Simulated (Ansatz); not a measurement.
## Is Ag-Ti stack of (111) layers a stable metal?

The plan: relax Ag-Ti stack of (111) layers, check its phonons, and, if the lattice is stable, compute its Eliashberg function and ρ(T).

Program: Ansatz 0.2.0. Level of theory: DFT PBEsol, scalar-relativistic, plane waves, PAW; PAW set soft_1. Results are calculated unless marked as measured.

## Step 1: The starting structure

The cell holds 2 atoms: 1 Ag and 1 Ti. Cell: a = 2.923 Å, b = 2.923 Å, c = 13.386 Å, α = 90.0°, β = 90.0°, γ = 120.0°. Vacuum lies along c.

## Step 2: Relaxation

The structure is brought to rest under this functional.

The input, input.yaml:

```yaml
crystal:
  lattice:
    - [2.92265, 0.0, 0.0]
    - [-1.46133, 2.53109, 0.0]
    - [0.0, 0.0, 13.38634]
  atoms:
    - { symbol: Ag, position: [0.0, 0.0, 0.41086669] }
    - { symbol: Ti, position: [0.33333333, 0.66666667, 0.58913331] }
  periodic: [true, true, false]
kpoints:
  mp_grid: { grid: [12, 12, 1] }
hamiltonian:
  xc: pbesol
  pseudopotentials: { kind: paw, azcp: { folder: soft_1 }, xc_functional: pbe }
scf:
  occupations: { method: gaussian, width: 0.1 }
output:
  forces: true
  stress: true
  eigenvalues: true
relax:
  adjacent_minimum: "off"
  f_tol: 0.005
  max_steps: 80
  cell: { stress_2d_tol: 0.02 }
```

Command:

```
$ ansatz run input.yaml --threads 4 --pin off --max-ram 12288MiB --backend cpu --events-out ev --progress --plain --runs-dir out
```

Numbers of over 12 decimals in the logs are rounded to 6 here.

Log:

```text
Warning: crystal.periodic: the lattice vector that does not repeat stood 0.000° off the slab's normal, 13.386 Å along it as the deck builds it. The run solves the slab on a vector along the normal, 28.573 Å long, with every atom where it was (on the deck's vector they left 11.00 Å outside them, and the widest stretch free of ions among them is 2.39 Å). A fractional position that the run reports is one of the run's ce [...]
crystal.periodic: the lattice vector that does not repeat stood 0.000° off the slab's normal, 13.386 Å along it as the deck builds it. The run solves the slab on a vector along the normal, 28.573 Å long, with every atom where it was (on the deck's vector they left 11.00 Å outside them, and the widest stretch free of ions among them is 2.39 Å). A fractional position that the run reports is one of the run's cell, which [...]
Engine: ansatz 0.2.0, aarch64-unknown-linux-gnu
Pseudopotentials: kind: paw
Pseudopotential: Ag, paw, valence charge 19, recommended cutoff 420 eV (normal), soft_1/Ag.paw.azcp
Pseudopotential: Ti, paw, valence charge 12, recommended cutoff 420 eV (normal), soft_1/Ti.paw.azcp
Functional definition: PBEsol
  exchange = pbesol_x
  correlation = pbesol_c
Crystal: 2 atoms, lattice volume = 211.366 Å³
Basis set: ecut = 420 eV, 4091 PW (Γ), exchange–correlation on 40×40×384 points (8 copies of the dense FFT grid, shifted against one another)
Bands: 20, of which v1, the nominal top of the filled ones, is band 16 counted from 1 (15 counted from 0)
Symmetry: 6 space group operations
Space group: P3m1 (ITA 156), of the structure as read, at distance tolerance 6.0e-5 Å
k-points: 19 of 144 (time reversal used)
Non-local potential: Ag, projectors of the file, l = 0: 3, l = 1: 2, l = 2: 2, l = 3: 1
Non-local potential: Ti, projectors of the file, l = 0: 3, l = 1: 2, l = 2: 3, l = 3: 1
PAW form: soft (Blöchl's): semilocal exchange-correlation on the pseudo side does not see the compensation charge
PAW frozen core: Ag, regenerated for the run's functional, and the local potential with it (the file was generated under x = pbe(κ = 0.804, μ = 0.219515), c = pbe(β = 0.066725))
PAW frozen core: Ti, regenerated for the run's functional, and the local potential with it (the file was generated under x = pbe(κ = 0.804, μ = 0.219515), c = pbe(β = 0.066725))
PAW one-centre angular grid: Ag, 590 points (default); XC on 64 Gauss nodes
PAW one-centre angular grid: Ti, 590 points (default); XC on 64 Gauss nodes
Initial density: superposition of atomic densities (neutral atoms: chi_scale 0, normalization atom)
Initial wavefunctions: pseudopotential atomic-orbital guess
Functional: x = pbesol(κ = 0.804, μ = 0.123457), c = pbesol(β = 0.046)
SCF iter   1: F=—  HF=-9996.438089 eV  |F-HF|=—  |Δ(HF+E_count)|=         —  Δρ=5.23e-2  dr2=2.80e1  ethr=3.10e-3  ⟨swp⟩=12.0  Hψ=2894  notcnv=0
preconditioner: auto → LDOS  [metal: Δε(μ)=0.052 eV  Ē_g=3.920 eV  σ=0.100 eV  W_gap=0.28  n_scr=18 (ndim 8)  ℏωp=9.9 eV  f_vac=0.752  D(μ)=2.17/eV (n_scr^D=12)  β→1.0]
SCF iter   2: F=—  HF=-9995.792189 eV  |F-HF|=—  |Δ(HF+E_count)|=   6.46e-1  Δρ=2.80e-2  dr2=6.69e0  ethr=3.10e-3  ⟨swp⟩=4.2  Hψ=1155  notcnv=0  defer=3
SCF iter   3: F=—  HF=-9994.556309 eV  |F-HF|=—  |Δ(HF+E_count)|=    1.24e0  Δρ=1.61e-2  dr2=4.21e-1  ethr=3.10e-3  ⟨swp⟩=4.4  Hψ=1160  notcnv=0  defer=3
SCF iter   4: F=—  HF=-9994.473755 eV  |F-HF|=—  |Δ(HF+E_count)|=   8.26e-2  Δρ=6.20e-3  dr2=8.48e-2  ethr=1.36e-3  ⟨swp⟩=3.1  Hψ=998  notcnv=0  defer=3
SCF iter   5: F=—  HF=-9994.458493 eV  |F-HF|=—  |Δ(HF+E_count)|=   1.53e-2  Δρ=1.46e-3  dr2=7.37e-3  ethr=2.73e-4  ⟨swp⟩=2.6  Hψ=711  notcnv=0  defer=1
SCF iter   6: F=—  HF=-9994.460240 eV  |F-HF|=—  |Δ(HF+E_count)|=   1.75e-3  Δρ=7.01e-4  dr2=1.23e-3  ethr=2.38e-5  ⟨swp⟩=2.7  Hψ=679  notcnv=0  defer=1
SCF iter   7: F=—  HF=-9994.460503 eV  |F-HF|=—  |Δ(HF+E_count)|=   2.62e-4  Δρ=1.73e-4  dr2=2.34e-4  ethr=3.97e-6  ⟨swp⟩=3.0  Hψ=723  notcnv=0  defer=1
SCF iter   8: F=—  HF=-9994.460584 eV  |F-HF|=—  |Δ(HF+E_count)|=   8.15e-5  Δρ=7.34e-5  dr2=1.80e-5  ethr=7.54e-7  ⟨swp⟩=2.7  Hψ=634  notcnv=0  defer=1
SCF iter   9: F=—  HF=-9994.460683 eV  |F-HF|=—  |Δ(HF+E_count)|=   9.88e-5  Δρ=3.91e-5  dr2=8.23e-6  ethr=5.81e-8  ⟨swp⟩=3.2  Hψ=767  notcnv=0  defer=1
SCF iter  10: F=—  HF=-9994.460685 eV  |F-HF|=—  |Δ(HF+E_count)|=   1.89e-6  Δρ=1.40e-5  dr2=1.65e-6  ethr=2.65e-8  ⟨swp⟩=3.0  Hψ=624  notcnv=0  defer=1
SCF iter  11: F=—  HF=-9994.460685 eV  |F-HF|=—  |Δ(HF+E_count)|=   3.21e-7  Δρ=1.05e-5  dr2=3.04e-7  ethr=5.33e-9  ⟨swp⟩=2.8  Hψ=569  notcnv=0  defer=1
iter 12 did not close the SCF: its close was put off until two iterations running show no level that it waits for move by more than its bar (scf_convergence_deferred on its scf_iter line)
SCF iter  12: F=-9994.460685 eV  HF=-9994.460685 eV  |F-HF|=3.86e-8  |Δ(HF+E_count)|=   3.59e-8  Δρ=2.92e-6  dr2=3.70e-8  ethr=3.23e-10  ⟨swp⟩=10.3  Hψ=2178  notcnv=0
iter 13 did not close the SCF: its close was put off until two iterations running show no level that it waits for move by more than its bar (scf_convergence_deferred on its scf_iter line)
SCF iter  13: F=-9994.460685 eV  HF=-9994.460685 eV  |F-HF|=1.03e-8  |Δ(HF+E_count)|=   5.23e-8  Δρ=1.19e-6  dr2=3.18e-9  ethr=1.19e-10  ⟨swp⟩=3.1  Hψ=1464  notcnv=0
SCF iter  14: F=-9994.460685 eV  HF=-9994.460685 eV  |F-HF|=5.03e-9  |Δ(HF+E_count)|=   7.06e-9  Δρ=3.84e-7  dr2=3.74e-10  ethr=1.03e-11  ⟨swp⟩=2.6  Hψ=1425  notcnv=0
SCF 1 converged in 14 iterations: F = -9994.460685 eV  dr2 = 3.74e-10
  greatest PAW one-centre occupation: 1.001 electrons in one spin orbital (limit 2), on the Ag atom at site 0 (counted from 0), in its partial waves of l = 0
relax step   1: F+E_penalty+E_count = -9994.46068544 eV  Δ(F+E_penalty+E_count) = +0.000e0 eV  max|allowed force component| = 4.531e-1 eV/Å  Δτ_max = 0.0000 Å  P = -5.778 N/m  Ω = 211.366 Å³  fix = [c, alpha, beta]  reactions: c -0.000 N/m  (14 SCF iters, dr2 threshold 1.00e-7 eV, accepted)
Crystal: 2 atoms, lattice volume = 193.682 Å³
Basis set: ecut = 420 eV, 3839 PW (Γ), exchange–correlation on 40×40×384 points (8 copies of the dense FFT grid, shifted against one another)
Initial density: handed on by an earlier stage of this run
Initial wavefunctions: those handed on with the density
SCF iter   1: F=—  HF=-9994.664836 eV  |F-HF|=—  |Δ(HF+E_count)|=         —  Δρ=1.20e-2  dr2=1.30e0  ethr=3.10e-3  ⟨swp⟩=9.8  Hψ=2495  notcnv=0
preconditioner: auto → LDOS  [metal: Δε(μ)=0.009 eV  Ē_g=5.533 eV  σ=0.100 eV  W_gap=0.05  n_scr=18 (ndim 8)  ℏωp=10.3 eV  f_vac=0.769  D(μ)=3.86/eV (n_scr^D=16)  β→1.0]
[...]
SCF iter   2: F=—  HF=-9994.614248 eV  |F-HF|=—  |Δ(HF+E_count)|=   1.06e-2  Δρ=5.17e-3  dr2=9.33e-2  ethr=4.36e-4  ⟨swp⟩=2.3  Hψ=655  notcnv=0
SCF iter   3: F=—  HF=-9994.605513 eV  |F-HF|=—  |Δ(HF+E_count)|=   8.73e-3  Δρ=8.90e-4  dr2=4.51e-3  ethr=3.01e-4  ⟨swp⟩=2.7  Hψ=851  notcnv=0  defer=1
SCF iter   4: F=—  HF=-9994.606538 eV  |F-HF|=—  |Δ(HF+E_count)|=   1.02e-3  Δρ=5.74e-4  dr2=1.32e-3  ethr=1.46e-5  ⟨swp⟩=3.1  Hψ=694  notcnv=0  defer=1
SCF iter   5: F=—  HF=-9994.606438 eV  |F-HF|=—  |Δ(HF+E_count)|=   9.95e-5  Δρ=2.00e-4  dr2=1.39e-4  ethr=4.27e-6  ⟨swp⟩=3.0  Hψ=723  notcnv=0  defer=1
SCF iter   6: F=—  HF=-9994.606553 eV  |F-HF|=—  |Δ(HF+E_count)|=   1.15e-4  Δρ=9.94e-5  dr2=2.93e-5  ethr=4.49e-7  ⟨swp⟩=3.3  Hψ=754  notcnv=0  defer=1
SCF iter   7: F=—  HF=-9994.606559 eV  |F-HF|=—  |Δ(HF+E_count)|=   6.82e-6  Δρ=3.91e-5  dr2=5.76e-6  ethr=9.45e-8  ⟨swp⟩=3.3  Hψ=803  notcnv=0  defer=1
SCF iter   8: F=—  HF=-9994.606561 eV  |F-HF|=—  |Δ(HF+E_count)|=   2.02e-6  Δρ=1.57e-5  dr2=8.23e-7  ethr=1.86e-8  ⟨swp⟩=3.3  Hψ=627  notcnv=0  defer=1
SCF iter   9: F=—  HF=-9994.606562 eV  |F-HF|=—  |Δ(HF+E_count)|=   6.66e-7  Δρ=8.15e-6  dr2=2.57e-7  ethr=6.45e-10  ⟨swp⟩=10.8  Hψ=2264  notcnv=0
SCF iter  10: F=-9994.606562 eV  HF=-9994.606562 eV  |F-HF|=5.82e-8  |Δ(HF+E_count)|=   1.49e-7  Δρ=3.33e-6  dr2=5.38e-8  ethr=6.45e-10  ⟨swp⟩=6.4  Hψ=1561  notcnv=0
SCF 3 converged in 10 iterations: F = -9994.606562 eV  dr2 = 5.38e-8
relax step   3: F+E_penalty+E_count = -9994.60656224 eV  Δ(F+E_penalty+E_count) = -6.122e-2 eV  max|allowed force component| = 1.579e-2 eV/Å  Δτ_max = 0.0806 Å  P = -1.116 N/m  Ω = 194.722 Å³  energy of the carried Pulay correction = +6.925e-4 eV  fix = [c, alpha, beta]  reactions: c -0.000 N/m  (10 SCF iters, dr2 threshold 2.00e-7 eV, accepted)
[...]
relax step   4: F+E_penalty+E_count = -9994.61163823 eV  Δ(F+E_penalty+E_count) = -5.076e-3 eV  max|allowed force component| = 8.664e-3 eV/Å  Δτ_max = 0.0106 Å  P = -0.211 N/m  Ω = 191.544 Å³  energy of the carried Pulay correction = +8.313e-4 eV  fix = [c, alpha, beta]  reactions: c -0.000 N/m  (8 SCF iters, dr2 threshold 2.00e-7 eV, accepted)
[...]
relax step   5: F+E_penalty+E_count = -9994.61187534 eV  Δ(F+E_penalty+E_count) = -2.371e-4 eV  max|allowed force component| = 1.281e-3 eV/Å  Δτ_max = 0.0034 Å  P = +0.020 N/m  Ω = 190.744 Å³  energy of the carried Pulay correction = +8.665e-4 eV  fix = [c, alpha, beta]  reactions: c +0.000 N/m  (7 SCF iters, dr2 threshold 7.28e-8 eV, accepted)
[...]
relax step   6: F+E_penalty+E_count = -9994.61187422 eV  Δ(F+E_penalty+E_count) = +1.129e-6 eV  max|allowed force component| = 3.039e-4 eV/Å  Δτ_max = 0.0001 Å  P = -0.001 N/m  Ω = 190.797 Å³  energy of the carried Pulay correction = +8.642e-4 eV  fix = [c, alpha, beta]  reactions: c -0.000 N/m  (6 SCF iters, dr2 threshold 6.73e-10 eV, accepted)
Initial wavefunctions: pseudopotential atomic-orbital guess (no wavefunctions were taken with the density)
iter 1 solved again at ethr=5.13e-7 eV; its pass at ethr=3.10e-3 eV (dr2=1.59e-4 eV) is discarded
SCF iter   1: F=—  HF=-9994.610622 eV  |F-HF|=—  |Δ(HF+E_count)|=         —  Δρ=7.14e-5  dr2=1.70e-6  ethr=5.13e-7  ⟨swp⟩=5.4  Hψ=4281  notcnv=0
preconditioner: auto → LDOS  [metal: Δε(μ)=0.037 eV  Ē_g=5.767 eV  σ=0.100 eV  W_gap=0.20  n_scr=18 (ndim 8)  ℏωp=10.4 eV  f_vac=0.764  D(μ)=4.31/eV (n_scr^D=18)  β→1.0]
SCF iter   2: F=—  HF=-9994.610728 eV  |F-HF|=—  |Δ(HF+E_count)|=   1.06e-4  Δρ=4.95e-5  dr2=3.72e-6  ethr=5.47e-9  ⟨swp⟩=3.5  Hψ=878  notcnv=0
SCF iter   3: F=—  HF=-9994.610727 eV  |F-HF|=—  |Δ(HF+E_count)|=   8.41e-7  Δρ=2.68e-5  dr2=1.44e-6  ethr=5.47e-9  ⟨swp⟩=2.9  Hψ=793  notcnv=0
SCF iter   4: F=—  HF=-9994.610727 eV  |F-HF|=—  |Δ(HF+E_count)|=   1.98e-7  Δρ=8.44e-6  dr2=1.47e-7  ethr=4.64e-9  ⟨swp⟩=3.1  Hψ=649  notcnv=0
SCF iter   5: F=—  HF=-9994.610727 eV  |F-HF|=—  |Δ(HF+E_count)|=   2.31e-8  Δρ=1.45e-6  dr2=8.75e-9  ethr=4.73e-10  ⟨swp⟩=3.2  Hψ=813  notcnv=0
SCF iter   6: F=—  HF=-9994.610727 eV  |F-HF|=—  |Δ(HF+E_count)|=   8.13e-9  Δρ=4.40e-7  dr2=8.00e-10  ethr=2.82e-11  ⟨swp⟩=3.2  Hψ=639  notcnv=0
SCF iter   7: F=—  HF=-9994.610727 eV  |F-HF|=—  |Δ(HF+E_count)|=   2.66e-9  Δρ=1.16e-7  dr2=4.81e-11  ethr=2.58e-12  ⟨swp⟩=3.5  Hψ=811  notcnv=0
SCF iter   8: F=—  HF=-9994.610727 eV  |F-HF|=—  |Δ(HF+E_count)|=  8.09e-10  Δρ=4.74e-8  dr2=9.22e-12  ethr=1.00e-12  ⟨swp⟩=1.8  Hψ=465  notcnv=0
SCF iter   9: F=-9994.610727 eV  HF=-9994.610727 eV  |F-HF|=8.55e-11  |Δ(HF+E_count)|=  2.82e-10  Δρ=2.33e-8  dr2=1.21e-12  ethr=1.00e-12  ⟨swp⟩=13.0  Hψ=2606  notcnv=0
SCF 7 converged in 9 iterations: F = -9994.610727 eV  dr2 = 1.21e-12
relax step   7: F+E_penalty+E_count = -9994.61072656 eV  Δ(F+E_penalty+E_count) = +1.148e-3 eV  max|allowed force component| = 2.250e-4 eV/Å  Δτ_max = 0.0000 Å  P = +0.012 N/m  Ω = 190.797 Å³  fix = [c, alpha, beta]  reactions: c +0.000 N/m  stress off target by 1.21e-2 N/m on what of the cell is left free  SCF on the basis re-selected at this cell (its energy is not comparable with the rows above)  (9 SCF iters)
basis re-selected at this cell: Δ(F+E_penalty+E_count) = +1.148e-3 eV, ΔP = +0.013 N/m vs the last step (what re-selecting the basis moved, of the pressure what is left beyond the Pulay correction that the steps carried, after the strain that the cell walked since its last selection, with what the two solves' SCF thresholds leave and, on support functions, any second-order correction that the steps lacked; it is no m [...]
SCF converged after 9 iterations
Free energy (F): -9994.610727 eV
Harris-Foulkes:  -9994.610727 eV  (|F-HF|=8.55e-11)
Internal energy: -9994.589171 eV  (E = F + TS)
E sigma→0 (E₀):  -9994.599949 eV
Entropy (-TS):   -0.021556 eV (-10.778 meV/atom)
Fermi energy:    -4.260539 eV
--- Per-component energies (eV) ---
  E_band       = -1019.031963
  E_kinetic    = 750.184024
  E_local      = -77837.392058  (includes V_loc(G=0)·N_el)
  E_nonlocal   = 97.383502
  E_hartree    = 38495.169927
  E_xc         = -272.397527
  E_vxc        = -344.641752  (∫ρ·V_xc dr)
  E_paw        = -4905.789397  (= ΣΔE_a)
  E_vpaw       = -674.905777  (= ΣTr[D̂ρ^β])
  E_aug_tail   = 0.000288  (compensation charges beyond the density's cutoff)
  E_ewald      = 33677.789945
  E_core_change = 0.462125  (= ΣΔE_core)
  E_smearing   = -0.021556  (= −TS)
  E_closure    = 0.000000  (closes the sum)
  Σ components = -9994.610727   (vs F -9994.610727, Δ=0.00e0)
--- Forces (eV/Å), atoms counted from 1 ---
  atom   1  Ag    -0.00000000     0.00000000    -0.00022523
  atom   2  Ti     0.00000000     0.00000000     0.00022480
  max |Σ_I F_I| component: 4.29e-7 eV/Å
--- 2D stress c σ (N/m, compression-positive) ---
        0.012057       0.000000      -0.000000
        0.000000       0.012057      -0.000000
       -0.000000      -0.000000       0.000000
  P = ½ c Tr σ = 0.0121 N/m
--- Band table (eV; the first three rows and the last of 19) ---
  k-point 0: bands = [... 12 lower, -8.1097, -8.1097, -7.3097, -4.6353, -4.2649, -3.2062, -3.2062, -1.4925]
  k-point 1: bands = [... 12 lower, -8.3142, -8.1356, -7.1169, -4.4263, -4.2125, -3.3603, -3.0470, -1.5327]
  k-point 2: bands = [... 12 lower, -8.6870, -8.2055, -6.6137, -4.2188, -3.9217, -3.6264, -2.5914, -1.6414]
  k-point 18: bands = [... 12 lower, -8.7796, -4.3458, -4.2265, -4.0503, -3.9159, -2.4839, 1.1073, 1.2874]
--- Relaxed structure (6 steps of the walk, 6 accepted, 1 SCFs on fresh bases) ---
  F+E_penalty+E_count = -9994.61072656 eV   max|allowed force component| = 2.250e-4 eV/Å   (the final SCF, on the basis selected at the relaxed cell)
  cell:  # Å, volume = 190.7967 Å³
    - [2.776801, 2.7426929281807566e-6, 0]
    - [-1.388403, 2.404778, 0]
    - [0, 0, 28.572675]
  atoms:
    - { symbol: Ag, position: [-1.8645867055625503e-17, 1.8503716846029735e-17, 0.192885] }
    - { symbol: Ti, position: [0.333333, 0.666667, 0.275617] }
```

Run time: 21 s. Hardware: 4 threads of Arm Neoverse V1, shared host; peak memory 0.51 GiB; 79 s of CPU time.

The steps of the relaxation:

| step | energy less that of the first step (eV) | largest force component (eV/Å) | volume (Å³) |
| --- | --- | --- | --- |
| 1 | 0.0000 | 0.4531 | 211.37 |
| 2 | -0.0847 | 0.8041 | 193.68 |
| 3 | -0.1459 | 0.0158 | 194.72 |
| 4 | -0.1510 | 0.0087 | 191.54 |
| 5 | -0.1512 | 0.0013 | 190.74 |
| 6 | -0.1512 | 0.0003 | 190.80 |
| 7* | -0.1500 | 0.0002 | 190.80 |

Relaxation steps marked * repeat the geometry before them on a plane-wave basis chosen anew for their cell, so energy and pressure can jump there.

The run keeps the 6 symmetry operations that it works with, so distortions that break them were not tested.

| cell as run | before | after | change |
| --- | --- | --- | --- |
| a (Å) | 2.923 | 2.777 | -5.0 % |
| b (Å) | 2.923 | 2.777 | -5.0 % |

The atoms that moved most (Å, along periodic axes as changes of fractional coordinates times the final cell, across vacuum about the mean position):

| atom | dx | dy | dz | length |
| --- | --- | --- | --- | --- |
| Ag1 | 0.000 | 0.000 | 0.011 | 0.011 |
| Ti2 | 0.000 | 0.000 | -0.011 | 0.011 |

The relaxed structure:

```xyz
2
Lattice="2.7768 0.0000 0.0000 -1.3884 2.4048 0.0000 0.0000 0.0000 28.5727" Properties=species:S:1:pos:R:3
Ag    0.0000    0.0000    5.5112
Ti    0.0000    1.6032    7.8751
```

Numbers from this step:

```
metallic on mesh  : yes
gap on the k-mesh : 0 eV
```

The relaxation ends with a largest force component of 2.2e-4 eV/Å.

## Step 3: Relaxing tightly for phonons

Phonons are second derivatives about the minimum, so the remaining forces must be small: the thresholds are tightened.

input.yaml, the sections that differ from step 2:

```yaml
crystal:
  lattice:
    - [2.7768005893, 2.7427e-06, 0.0]
    - [-1.3884026699, 2.4047784802, 0.0]
    - [0.0, 0.0, 28.5726751719]
  atoms:
    - { symbol: Ag, position: [0.0, 0.0, 0.1928845452] }
    - { symbol: Ti, position: [0.3333333333, 0.6666666667, 0.2756169136] }
  periodic: [true, true, false]
scf:
  occupations: { method: methfessel_paxton, width: 0.2 }
relax:
  adjacent_minimum: "off"
  f_tol: 0.001
  max_steps: 60
  cell: { stress_2d_tol: 0.002 }
# kpoints, hamiltonian, output: as in step 2
```

Log:

```text
[the first part of the log is left out]
  E_xc         = -272.394693
  E_vxc        = -344.638397  (∫ρ·V_xc dr)
  E_paw        = -4905.791404  (= ΣΔE_a)
  E_vpaw       = -674.908426  (= ΣTr[D̂ρ^β])
  E_aug_tail   = 0.000288  (compensation charges beyond the density's cutoff)
  E_ewald      = 33704.235414
  E_core_change = 0.462125  (= ΣΔE_core)
  E_smearing   = -0.005777  (= −TS)
  E_closure    = -0.000000  (closes the sum)
  Σ components = -9994.602638   (vs F -9994.602638, Δ=0.00e0)
--- Forces (eV/Å), atoms counted from 1 ---
[...]
0.000021      -0.000000       0.000000
       -0.000000       0.000021      -0.000000
        0.000000      -0.000000       0.000000
  P = ½ c Tr σ = 0.0000 N/m
--- Band table (eV; the first three rows and the last of 19) ---
[...]
--- Relaxed structure (4 steps of the walk, 4 accepted, 1 SCFs on fresh bases) ---
[...]
cell:  # Å, volume = 190.6321 Å³
    - [2.775602, 2.7415177746607202e-6, 0]
    - [-1.387804, 2.403741, 0]
    - [0, 0, 28.5726751719]
  atoms:
    - { symbol: Ag, position: [0, -3.7007434155248937e-17, 0.192856] }
    - { symbol: Ti, position: [0.333333, 0.666667, 0.275646] }
```

Run time: 14 s. Hardware: 4 threads; peak memory 0.49 GiB.

Little changed from the start: no atom moved by 0.005 Å and no cell edge by 0.1 %.

(Continued in part 2 of 2.)

[Logs are printed without paths, hosts, clocks, repeated set-up lines and the standing remarks that a program may print on its own settings, such as how far it seeks lower states.]

[Hosts, paths, dates, database ids (printed as entryN), source tags and the programs' standing remarks are cut or masked in the printed files.]
